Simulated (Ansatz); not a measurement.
## GaN (P6_3mc): lattice thermal conductivity

How well does the lattice of GaN conduct heat?

Measurements to reproduce:
- thermal conductivity 210 W/m/K near room temperature (given in “Combining the AFLOW GIBBS and Elastic Libraries to efficiently and robustly screen thermo-mechanical properties of solids”, 2017, arXiv:1611.05714)

Calculated with Ansatz 0.2.0; DFT LDA, scalar-relativistic, plane waves, PAW; PAW set soft_1.

The database entry behind the starting cell differs from later determinations by our own check (about 0.3 % short, ideal inner coordinate), so it need not match the best structure at ambient conditions.

### 1. The structure

Symmetry: P6_3mc, No. 186, hexagonal system. The conventional cell has a = 3.180 Å, b = 3.180 Å, c = 5.166 Å, α = 90.00°, β = 90.00°, γ = 120.00°. Ga has 4 N at 1.94 to 1.95 Å nearest. Nearest to N lie 4 Ga at 1.94 to 1.95 Å. Farther neighbours and most contacts between anions are not listed.

### 2. A first coarse run

Before spending time, one coarse run tells the gap and the pressure of the starting cell.

Input file input.yaml:

```yaml
crystal:
  lattice:
    - [3.18, 0.0, 0.0]
    - [-1.59, 2.753960784, 0.0]
    - [0.0, 0.0, 5.166]
  atoms:
    - { symbol: Ga, position: [0.3333333333, 0.6666666667, 0.0] }
    - { symbol: Ga, position: [0.6666666667, 0.3333333333, 0.5] }
    - { symbol: "N", position: [0.3333333333, 0.6666666667, 0.375] }
    - { symbol: "N", position: [0.6666666667, 0.3333333333, 0.875] }
kpoints:
  mp_grid: { grid: [6, 6, 4] }
hamiltonian:
  xc: lda
  pseudopotentials: { kind: paw, azcp: { folder: soft_1 }, xc_functional: pbe }
scf:
  occupations: { method: gaussian, width: 0.1 }
  lower_state_search: "off"
output:
  forces: true
  stress: true
  eigenvalues: true
```

On the command line:

```sh
ansatz run input.yaml --threads 18 --pin off --max-ram 92160MiB --backend cuda --events-out ev --progress --plain --runs-dir out --max-vram 78GiB
```

Numbers of over 12 decimals in the logs are rounded to 6 here.

The program printed:

```text
Engine: ansatz 0.2.0, aarch64-unknown-linux-gnu
Pseudopotentials: kind: paw
Pseudopotential: Ga, paw, valence charge 13, recommended cutoff 420 eV (normal), soft_1/Ga.paw.azcp
Pseudopotential: N, paw, valence charge 5, recommended cutoff 420 eV (normal), soft_1/N.paw.azcp
Functional definition: SPW92
  exchange = slater_x
  correlation = pw_c
device memory: the entry about to start is reckoned to put 0.8 GiB on a device that reports 167.1 GiB free (of which the cap on the GPU budget leaves the run 78.0 GiB)
GPU FFT provider: cuFFT
GPU libraries: cuBLAS 13.8.1, cuFFT 12.4.0, cuSOLVER 12.3.2
GPU matrix products: emulated (plane waves: as basis.precision tells), large ones in fixed point in workspaces of 1.00 GiB
Crystal: 4 atoms, lattice volume = 45.242 Å³
Basis set: ecut = 420 eV, 881 PW (Γ)
Bands: 22, of which v1, the nominal top of the filled ones, is band 18 counted from 1 (17 counted from 0)
Symmetry: 12 space group operations
Space group: P63mc (ITA 186), of the structure as read, at distance tolerance 3.6e-5 Å
k-points: 21 of 144 (time reversal used)
Non-local potential: Ga, projectors of the file, l = 0: 2, l = 1: 2, l = 2: 3, l = 3: 1
Non-local potential: N, projectors of the file, l = 0: 2, l = 1: 2, l = 2: 1
PAW form: soft (Blöchl's): semilocal exchange-correlation on the pseudo side does not see the compensation charge
PAW frozen core: Ga, regenerated for the run's functional, and the local potential with it (the file was generated under x = pbe(κ = 0.804, μ = 0.219515), c = pbe(β = 0.066725))
PAW frozen core: N, regenerated for the run's functional, and the local potential with it (the file was generated under x = pbe(κ = 0.804, μ = 0.219515), c = pbe(β = 0.066725))
PAW one-centre angular grid: Ga, 590 points (default); XC on 64 Gauss nodes
PAW one-centre angular grid: N, 110 points (default); XC on 64 Gauss nodes
Initial density: superposition of atomic densities (chi_scale 0.1, normalization cell, long waves kept (reshape's long-wave potential 0.00 eV rms))
Initial wavefunctions: pseudopotential atomic-orbital guess
GPU buffer pool allocated for 20736 grid points (all kernels)
GPU transforms: local potential and band sums: pruned to the plane-wave sphere, on 24×24×36
Functional: x = slater, c = lda
SCF iter   1: F=—  HF=-8165.423855 eV  |F-HF|=—  |Δ(HF+E_count)|=         —  Δρ=1.04e-1  dr2=4.28e0  ethr=3.10e-3  ⟨swp⟩=4.0  Hψ=1810  notcnv=0
preconditioner: auto → Resta (q_TF=auto, 2.626 Å⁻¹)  ε∞=4.8  [insulator: Δε(μ)=2.819 eV  Ē_g=16.904 eV  σ=0.100 eV  W_gap=1.00  n_scr=22 (ndim 8)  ℏωp=33.1 eV  f_vac=0.000  D(μ)=0.00/eV (n_scr^D=0)  ε∞_Penn≈4.8]
SCF iter   2: F=—  HF=-8164.335599 eV  |F-HF|=—  |Δ(HF+E_count)|=    1.09e0  Δρ=4.45e-2  dr2=4.91e-1  ethr=3.10e-3  ⟨swp⟩=2.2  Hψ=902  notcnv=0
SCF iter   3: F=—  HF=-8164.210779 eV  |F-HF|=—  |Δ(HF+E_count)|=   1.25e-1  Δρ=1.69e-2  dr2=9.82e-2  ethr=1.36e-3  ⟨swp⟩=2.0  Hψ=714  notcnv=0
SCF iter   4: F=—  HF=-8164.177784 eV  |F-HF|=—  |Δ(HF+E_count)|=   3.30e-2  Δρ=2.65e-3  dr2=3.95e-3  ethr=2.73e-4  ⟨swp⟩=3.0  Hψ=906  notcnv=0
SCF iter   5: F=—  HF=-8164.176553 eV  |F-HF|=—  |Δ(HF+E_count)|=   1.23e-3  Δρ=2.45e-3  dr2=1.43e-3  ethr=1.10e-5  ⟨swp⟩=2.0  Hψ=836  notcnv=0
SCF iter   6: F=—  HF=-8164.176732 eV  |F-HF|=—  |Δ(HF+E_count)|=   1.79e-4  Δρ=8.32e-4  dr2=2.08e-4  ethr=3.98e-6  ⟨swp⟩=2.0  Hψ=707  notcnv=0
SCF iter   7: F=—  HF=-8164.176609 eV  |F-HF|=—  |Δ(HF+E_count)|=   1.23e-4  Δρ=1.74e-4  dr2=1.20e-5  ethr=5.78e-7  ⟨swp⟩=2.1  Hψ=681  notcnv=0
SCF iter   8: F=—  HF=-8164.176763 eV  |F-HF|=—  |Δ(HF+E_count)|=   1.54e-4  Δρ=2.08e-5  dr2=1.59e-7  ethr=3.34e-8  ⟨swp⟩=2.0  Hψ=752  notcnv=0
SCF iter   9: F=-8164.176763 eV  HF=-8164.176763 eV  |F-HF|=2.27e-10  |Δ(HF+E_count)|=   7.47e-8  Δρ=2.43e-6  dr2=1.96e-9  ethr=2.78e-10  ⟨swp⟩=4.0  Hψ=1628  notcnv=0
SCF 1 converged in 9 iterations: F = -8164.176763 eV  dr2 = 1.96e-9
  greatest PAW one-centre occupation: 0.996 electrons in one spin orbital (limit 2), on the Ga atom at site 0 (counted from 0), in its partial waves of l = 2
SCF converged after 9 iterations
Free energy (F): -8164.176763 eV
Harris-Foulkes:  -8164.176763 eV  (|F-HF|=2.27e-10)
Internal energy: -8164.176763 eV  (E = F + TS)
E sigma→0 (E₀):  -8164.176763 eV
Fermi energy:    10.461445 eV
--- Per-component energies (eV) ---
  E_band       = -20.636553
  E_kinetic    = 481.793510
  E_local      = -2824.030325  (includes V_loc(G=0)·N_el)
  E_nonlocal   = -103.681586
  E_hartree    = 1783.609793
  E_xc         = -242.967036
  E_vxc        = -261.959734  (∫ρ·V_xc dr)
  E_paw        = -4078.692709  (= ΣΔE_a)
  E_vpaw       = -879.980632  (= ΣTr[D̂ρ^β])
  E_aug_tail   = 0.001267  (compensation charges beyond the density's cutoff)
  E_ewald      = -3183.826728
  E_core_change = 3.617051  (= ΣΔE_core)
  E_smearing   = -0.000000  (= −TS)
  E_closure    = -0.000000  (closes the sum)
  Σ components = -8164.176763   (vs F -8164.176763, Δ=0.00e0)
--- Forces (eV/Å), atoms counted from 1 ---
  atom   1  Ga    -0.00000000    -0.00000000    -0.12574674
  atom   2  Ga    -0.00000000     0.00000000    -0.12574674
  atom   3  N      0.00000000     0.00000000     0.12574771
  atom   4  N      0.00000000    -0.00000000     0.12574771
  max |Σ_I F_I| component: 1.94e-6 eV/Å
--- Stress (GPa, compression-positive) ---
       -5.186330       0.000000      -0.000000
        0.000000      -5.186330       0.000000
       -0.000000       0.000000      -3.117431
  P = ⅓ Tr σ = -4.4967 GPa (-44.967 kbar)
--- Band table (eV; the first three rows and the last of 21) ---
  k-point 0: bands = [... 14 lower, 8.3972, 9.4082, 9.4719, 9.4719, 11.4475, 13.6672, 18.5735, 19.2163]
  k-point 1: bands = [... 14 lower, 8.5470, 8.5470, 9.3072, 9.3072, 12.6089, 13.7813, 18.1842, 18.9182]
  k-point 2: bands = [... 14 lower, 8.9200, 8.9200, 8.9200, 8.9200, 13.7026, 13.7026, 17.8467, 17.8467]
  k-point 20: bands = [... 14 lower, 5.1892, 5.1892, 7.9466, 7.9466, 15.8485, 15.8485, 16.6585, 16.6585]
```

Wall time 0.78 s (1 × NVIDIA GB200 with 18 threads of Arm Neoverse V2, shared host); peak memory 1 GiB.

In the SCF lines HF is the Harris–Foulkes energy and dr2 the Hartree energy of the density residual, in eV; the loop may stop once dr2 is under the threshold and the program's other checks hold. Hψ counts applications of the Hamiltonian.

A gap read on the k-mesh alone can miss the band edges.

This step gave:

- pressure: -4.497 GPa
- gap on the k-mesh: 1.976 eV
- volume per atom: 11.31 Å³/atom

Force by atom:

```csv
atom,x (eV/Å),y (eV/Å),z (eV/Å),size
Ga1,0.000,0.000,-0.126,0.126
Ga2,0.000,0.000,-0.126,0.126
N3,0.000,0.000,0.126,0.126
N4,0.000,0.000,0.126,0.126
```

The start is under -4.5 GPa at this level and looks like an insulator or semiconductor on this mesh.

### 3. Finding the static equilibrium

The vibrations must be taken about the equilibrium of this functional, not about the starting cell, so the structure is relaxed.

input.yaml, the sections that differ from step 2:

```yaml
kpoints:
  mp_grid: { grid: [12, 12, 6] }
scf:
  occupations: { method: gaussian, width: 0.02 }
  lower_state_search: "off"
relax:
  adjacent_minimum: "off"
  f_tol: 0.005
  max_steps: 80
  cell: { stress_tol: 0.05 }
# crystal, hamiltonian, output: as in step 2
```

The program printed:

```text
[...]
Crystal: 4 atoms, lattice volume = 45.242 Å³
Basis set: ecut = 420 eV, 881 PW (Γ)
Bands: 22, of which v1, the nominal top of the filled ones, is band 18 counted from 1 (17 counted from 0)
Symmetry: 12 space group operations
[...]
k-points: 76 of 864 (time reversal used)
[...]
SCF iter   1: F=—  HF=-8165.425855 eV  |F-HF|=—  |Δ(HF+E_count)|=         —  Δρ=1.04e-1  dr2=4.28e0  ethr=3.10e-3  ⟨swp⟩=4.3  Hψ=6718  notcnv=0
[...]
SCF iter   2: F=—  HF=-8164.339873 eV  |F-HF|=—  |Δ(HF+E_count)|=    1.09e0  Δρ=4.45e-2  dr2=4.90e-1  ethr=3.10e-3  ⟨swp⟩=2.1  Hψ=3370  notcnv=0
[...]
SCF iter   9: F=-8164.181534 eV  HF=-8164.181534 eV  |F-HF|=8.00e-11  |Δ(HF+E_count)|=   3.82e-8  Δρ=1.61e-6  dr2=9.99e-10  ethr=2.20e-10  ⟨swp⟩=1.9  Hψ=5685  notcnv=0
SCF 1 converged in 9 iterations: F = -8164.181534 eV  dr2 = 9.99e-10
[...]
relax step   1: F+E_penalty+E_count = -8164.18153433 eV  Δ(F+E_penalty+E_count) = +0.000e0 eV  max|allowed force component| = 1.258e-1 eV/Å  Δτ_max = 0.0000 Å  P = -4.473 GPa  Ω = 45.242 Å³  (9 SCF iters, dr2 threshold 1.00e-7 eV, accepted)
[...]
Crystal: 4 atoms, lattice volume = 44.617 Å³
Basis set: ecut = 420 eV, 869 PW (Γ)
[...]
iter 1 solved again at ethr=9.52e-6 eV; its pass at ethr=3.10e-3 eV (dr2=3.43e-3 eV) is discarded
[...]
SCF iter   2: F=—  HF=-8164.196225 eV  |F-HF|=—  |Δ(HF+E_count)|=   1.01e-3  Δρ=6.26e-4  dr2=1.74e-4  ethr=9.52e-6  ⟨swp⟩=2.0  Hψ=2417  notcnv=0
[...]
SCF iter   5: F=-8164.196286 eV  HF=-8164.196286 eV  |F-HF|=5.95e-8  |Δ(HF+E_count)|=   5.60e-7  Δρ=3.99e-5  dr2=3.52e-7  ethr=1.11e-9  ⟨swp⟩=5.1  Hψ=7646  notcnv=0
SCF 2 converged in 5 iterations: F = -8164.196286 eV  dr2 = 3.52e-7
relax step   2: F+E_penalty+E_count = -8164.19628617 eV  Δ(F+E_penalty+E_count) = -1.475e-2 eV  max|allowed force component| = 9.264e-2 eV/Å  Δτ_max = 0.0002 Å  P = -1.823 GPa  Ω = 44.617 Å³  energy of the carried Pulay correction = +1.463e-3 eV  (5 SCF iters, dr2 threshold 4.00e-7 eV, accepted)
[...]
Crystal: 4 atoms, lattice volume = 44.186 Å³
[...]
SCF 3 converged in 5 iterations: F = -8164.200194 eV  dr2 = 2.60e-7
[...]
SCF 4 converged in 3 iterations: F = -8164.200235 eV  dr2 = 1.21e-7
[...]
SCF 5 converged in 4 iterations: F = -8164.200232 eV  dr2 = 1.97e-8
[...]
SCF 6 converged in 6 iterations: F = -8164.198056 eV  dr2 = 1.34e-11
[...]
SCF 7 converged in 4 iterations: F = -8164.198098 eV  dr2 = 8.90e-10
[...]
SCF iter   1: F=—  HF=-8164.198047 eV  |F-HF|=—  |Δ(HF+E_count)|=         —  Δρ=2.82e-6  dr2=1.25e-9  ethr=1.68e-8  ⟨swp⟩=3.0  Hψ=12082  notcnv=0
[...]
SCF iter   2: F=—  HF=-8164.198047 eV  |F-HF|=—  |Δ(HF+E_count)|=   1.54e-9  Δρ=1.93e-6  dr2=6.32e-10  ethr=3.48e-12  ⟨swp⟩=2.1  Hψ=3084  notcnv=0
[...]
SCF iter   4: F=-8164.198047 eV  HF=-8164.198047 eV  |F-HF|=1.27e-11  |Δ(HF+E_count)|=  2.82e-11  Δρ=4.39e-7  dr2=3.08e-11  ethr=1.00e-12  ⟨swp⟩=3.0  Hψ=6031  notcnv=0
SCF 8 converged in 4 iterations: F = -8164.198047 eV  dr2 = 3.08e-11
relax step   8: F+E_penalty+E_count = -8164.19804674 eV  Δ(F+E_penalty+E_count) = +5.120e-5 eV  max|allowed force component| = 2.013e-5 eV/Å  Δτ_max = 0.0000 Å  P = -0.002 GPa  Ω = 44.200 Å³  stress off target by 2.63e-3 GPa  SCF on the basis re-selected at this cell (its energy is not comparable with the rows above)  (4 SCF iters)
basis re-selected at this cell: Δ(F+E_penalty+E_count) = +5.120e-5 eV, ΔP = -0.001 GPa vs the last step (what re-selecting the basis moved, of the pressure what is left beyond the Pulay correction that the steps carried, after the strain that the cell walked since its last selection, with what the two solves' SCF thresholds leave and, on support functions, any second-order correction that the steps lacked; it is no m [...]
SCF converged after 4 iterations
Free energy (F): -8164.198047 eV
[...]
Internal energy: -8164.198047 eV  (E = F + TS)
E sigma→0 (E₀):  -8164.198047 eV
Fermi energy:    10.895018 eV
[...]
--- Forces (eV/Å), atoms counted from 1 ---
  atom   1  Ga     0.00000000    -0.00000000    -0.00002114
  atom   2  Ga     0.00000000     0.00000000    -0.00002114
  atom   3  N     -0.00000000    -0.00000000     0.00001913
  atom   4  N     -0.00000000     0.00000000     0.00001913
  max |Σ_I F_I| component: 4.01e-6 eV/Å
--- Stress (GPa, compression-positive) ---
       -0.002625       0.000000       0.000000
       -0.000000      -0.002625       0.000000
        0.000000       0.000000       0.000553
  P = ⅓ Tr σ = -0.0016 GPa (-0.016 kbar)
--- Band table (eV; the first three rows and the last of 76) ---
  k-point 0: bands = [... 14 lower, 8.7434, 9.7748, 9.8278, 9.8278, 11.9621, 14.2038, 19.0454, 19.7429]
  k-point 1: bands = [... 14 lower, 8.8127, 8.9829, 9.7516, 9.7516, 12.6105, 14.2604, 18.8514, 19.7757]
  k-point 2: bands = [... 14 lower, 9.0042, 9.0042, 9.5466, 9.5466, 13.5878, 14.3578, 18.4439, 18.8542]
  k-point 75: bands = [... 14 lower, 5.4096, 5.4096, 8.2630, 8.2630, 16.3163, 16.3163, 17.0845, 17.0845]
--- Relaxed structure (6 steps of the walk, 6 accepted, 2 SCFs on fresh bases) ---
  F+E_penalty+E_count = -8164.19804674 eV   max|allowed force component| = 2.013e-5 eV/Å   (the final SCF, on the basis selected at the relaxed cell)
  cell:  # Å, volume = 44.2004 Å³
    - [3.151650, 5.245850053601413e-19, -5.842759195890336e-18]
    - [-1.575825, 2.729409, 2.9213795979451715e-18]
    - [-9.491727674892647e-18, 0, 5.138303]
  atoms:
    - { symbol: Ga, position: [0.333333, 0.666667, -0.000699069] }
    - { symbol: Ga, position: [0.666667, 0.333333, 0.499301] }
    - { symbol: N, position: [0.333333, 0.666667, 0.375699] }
    - { symbol: N, position: [0.666667, 0.333333, 0.875699] }
```

Run time: 4.1 s. Hardware: 1 × NVIDIA GB200 with 18 threads; peak memory 1.1 GiB; 14 s of CPU time.

The steps of the relaxation:

```csv
step,energy less that of the first step (eV),largest force component (eV/Å),pressure (GPa),volume (Å³)
1,0.0000,0.1258,-4.47,45.24
2,-0.0148,0.0926,-1.82,44.62
3,-0.0187,0.0344,0.13,44.19
4,-0.0187,0.0176,0.06,44.20
5,-0.0187,0.0003,0.00,44.22
6,-0.0165,0.0002,-0.07,44.22
7,-0.0166,0.0000,0.00,44.20
8*,-0.0165,0.0000,0.00,44.20
```

Relaxation steps marked * repeat the geometry before them on a plane-wave basis chosen anew for their cell, so energy and pressure can jump there. The log counts 2 steps on a newly chosen plane-wave basis, not all of them marked here; energy and pressure can jump at such steps.

The run keeps the 12 symmetry operations that it works with, so distortions that break them were not tested.

```csv
"conventional cell, symmetrised",before,after,change
a (Å),3.180,3.152,-0.9 %
b (Å),3.180,3.152,-0.9 %
c (Å),5.166,5.138,-0.5 %
volume (Å³/atom),11.31,11.05,-2.3 %
```

The relaxed structure:

```cif
data_structure
_symmetry_space_group_name_H-M 'P 1'
_symmetry_Int_Tables_number 1
_cell_length_a 3.1516
_cell_length_b 3.1516
_cell_length_c 5.1383
_cell_angle_alpha 90.000
_cell_angle_beta 90.000
_cell_angle_gamma 120.000
_cell_volume 44.20
loop_
_atom_site_label
_atom_site_type_symbol
_atom_site_fract_x
_atom_site_fract_y
_atom_site_fract_z
_atom_site_occupancy
Ga1 Ga 0.33333 0.66667 0.99930 1
Ga2 Ga 0.66667 0.33333 0.49930 1
N3 N 0.33333 0.66667 0.37570 1
N4 N 0.66667 0.33333 0.87570 1
```

This step gave:

```yaml
pressure: -0.001566 GPa
gap_on_the_k_mesh: 2.134 eV
volume_per_atom: 11.05 Å³/atom
```

The relaxation ends with a largest force component of 2.0e-5 eV/Å and a pressure of 0.00 GPa.

### 4. Tight relaxation

The thresholds are tightened for a last relaxation ahead of the phonons, and where mesh or smearing change with them the cell follows.

input.yaml, the sections that differ from step 3:

```yaml
crystal:
  lattice:
    - [3.15164975, 0.0, 0.0]
    - [-1.575824875, 2.7294087473, 0.0]
    - [0.0, 0.0, 5.1383029334]
  atoms:
    - { symbol: Ga, position: [0.3333333333, 0.6666666667, -0.0006990692] }
    - { symbol: Ga, position: [0.6666666667, 0.3333333333, 0.4993009308] }
    - { symbol: "N", position: [0.3333333333, 0.6666666667, 0.3756990692] }
    - { symbol: "N", position: [0.6666666667, 0.3333333333, 0.8756990692] }
scf:
  occupations: { method: fixed }
  lower_state_search: "off"
relax:
  adjacent_minimum: "off"
  f_tol: 0.001
  max_steps: 60
  cell: { stress_tol: 0.01 }
# kpoints, hamiltonian, output: as in step 3
```

The program printed:

```text
[...]
GPU FFT provider: cuFFT
GPU libraries: cuBLAS 13.8.1, cuFFT 12.4.0, cuSOLVER 12.3.2
[...]
Crystal: 4 atoms, lattice volume = 44.200 Å³
Basis set: ecut = 420 eV, 845 PW (Γ)
Bands: 22, of which v1, the nominal top of the filled ones, is band 18 counted from 1 (17 counted from 0)
Symmetry: 12 space group operations
[...]
--- Relaxed structure (1 steps of the walk, 1 accepted, 1 SCFs on fresh bases) ---
[...]
cell:  # Å, volume = 44.2004 Å³
    - [3.151650, 0.0, 0.0]
    - [-1.575825, 2.729409, 0.0]
    - [0.0, 0.0, 5.1383029334]
  atoms:
    - { symbol: Ga, position: [0.333333, 0.666667, -0.000699069] }
    - { symbol: Ga, position: [0.666667, 0.333333, 0.499301] }
    - { symbol: N, position: [0.333333, 0.666667, 0.375699] }
    - { symbol: N, position: [0.666667, 0.333333, 0.8756990692] }
[key lines of the parts left out:]
SCF converged after 5 iterations
Free energy (F): -8164.198047 eV
Fermi energy:    9.827782 eV
P = ⅓ Tr σ = -0.0016 GPa (-0.016 kbar)
```

Elapsed: 1.5 s, on 1 × NVIDIA GB200 with 18 threads; peak memory 1.1 GiB; 3.9 s of CPU time.

Little changed from the start: no atom moved by 0.005 Å and no cell edge by 0.1 %.

Numbers from this step:

```
pressure : -0.001564 GPa
```

The residual pressure is -0.0016 GPa, small enough for phonons.

### 5. An input with a fault

This input was changed on purpose, to see how the program answers.

input.yaml, the sections that differ from step 4:

```yaml
kpoints:
  mp_grid: { grid: [9, 9, 6] }
scf:
  occupations: { method: fixed }
  lower_state_search: "off"
  max_iter: 50
output:
  eigenvalues: true
phonons:
  supercell: [3, 3, 2]
  dielectric: false
  third_order: { supercell: [3, 3, 2], pair_cutoff: 6.2 }
  lattice_thermal_conductivity:
    qmesh: [11, 11, 7]
    temperatures: [300]
    isotope_mass_variance:
      - { species: Ga, variance: 0.0001971 }
      - { species: "N", variance: 1.838e-05 }
# crystal, hamiltonian: as in step 4
# relax: removed
```

The program printed:

```text
Error: invalid value for `phonons.third_order.pair_cutoff`: 6.200 Å is not below 4.727 Å, half the shortest translation of the third-order supercell, so a pair of sites would have two images within it; lower pair_cutoff or enlarge phonons.third_order.supercell
```

It took 0.1 s on 18 threads; peak memory 0.07 GiB.

The input was rejected at the start.

The program's message: “Error: invalid value for `phonons.third_order.pair_cutoff`: 6.200 Å is not below 4.727 Å, half the shortest translation of the third-order supercell, so a pair of sites would have two images within it …”

The fault put into the input: a pair cutoff beyond half of the supercell.

(Continued in part 2 of 3.)

[Logs are printed without paths, hosts, clocks, repeated set-up lines and the standing remarks that a program may print on its own settings, such as how far it seeks lower states.]

[Hosts, paths, dates, database ids (printed as entryN), source tags and the programs' standing remarks are cut or masked in the printed files.]

[A step with changed settings may run another functional than the one named; its input shows which.]
